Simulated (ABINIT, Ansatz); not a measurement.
## A GW chain in ABINIT: CsVN2 (Fd-3m)

Symmetry: Fd-3m, No. 227, cubic system. Conventional cell: a = 8.344 Å, b = 8.344 Å, c = 8.344 Å, α = 90.00°, β = 90.00°, γ = 90.00°. Nearest to Cs lie 12 N at 3.46 Å and 4 Cs at 3.61 Å and 4 V at 3.61 Å. Nearest to V lie 4 N at 1.81 Å. Nearest to N lie 2 V at 1.81 Å and 6 Cs at 3.46 Å. Farther neighbours, and contacts between anions beyond the nearest, are not listed.

```
method               : RPA screening on PBEsol, plane waves, norm-conserving pseudopotentials (and 2 further levels or steps)
program              : ABINIT 10.8.3
settings             : cutoff 38 Ha, PseudoDojo scalar-relativistic 0.4.1 standard, norm-conserving, ngkpt (2, 2, 2), nband 267, ecuteps 6.5 Ha, inclvkb 2, shiftk (0, 0, 0), symchi 1, awtr 1, frequency ppm, 2×2×2 k-mesh
cost                 : 4 runs, 13 min in all on 4 MPI ranks of Arm Neoverse N1, shared host
notes                : The program’s warnings: nproc spkpt=  >= nkpt= * nsppol=. The cell and positions are those that the Materials Project relaxed with its own functionals (PBE, PBE+U or r2SCAN), kept fixed. Limits: screening runs away on this mesh; no spin polarisation; d states lean on the start; no spin-orbit coupling. The 2×2×2 mesh is coarse for this cell, which bears on the long-range parts of exchange and screening. On this mesh the RPA ε∞ passes 90, more than nearly any semiconductor shows; a coarse mesh does this where one point with a narrow direct gap carries much weight. The screening is then too strong, and the G0W0 gap should not be taken as the material’s. For a closed low-spin shell that is the natural state; where a d or f shell is open it is a constraint, and the gap is then not the crystal’s own.
PBEsol gap           : 0.53 eV, indirect (only 20 meV under the direct gap)
G0W0 gap on the mesh : 1.44 eV
GW settings          : 2×2×2 mesh, 267 bands, screening to 176.9 eV, Godby-Needs plasmon pole
```

G0W0 moves the gap on the mesh from 0.53 eV to 1.44 eV (+0.91 eV), with Z of 0.74 and 0.74 at the edges. Local fields lower the RPA ε∞ on this mesh from 127.75 to 117.62; a Γ-centred mesh this coarse tends to raise both, most where the direct gap is narrow, while a short band sum lowers them.

[Long decimals in the printed logs are rounded to 6 places.]

[Logs are printed without paths, hosts, clocks, repeated set-up lines and the standing remarks that a program may print on its own settings, such as how far it seeks lower states.]

[Paths, hosts, dates, memory and timing lines, banners, echoed tables and standing remarks are left out of the program output; an Ansatz launch command may be rebuilt from the run's recorded settings. Measured values are a selection of at most five: reports struck by readers or far from the other reports are left out. None is set beside runs whose start may be inverted or whose files or cutoffs have a known fault.]

[Runs of the session that timed out or met a known fault of the program may be left out.]

[Hosts, paths, dates, database ids (printed as entryN), source tags and the programs' standing remarks are cut or masked in the printed files.]

[G0W0 gaps are taken among the corrected bands and points alone; a level outside them can change the order at an edge.]

[Where Ansatz stands beside ABINIT at settings called matched, ABINIT's density can come from a denser mesh and the files from another edition; pairs whose starting gaps differed by over 0.03 eV were left out, so agreement reads better than it is.]
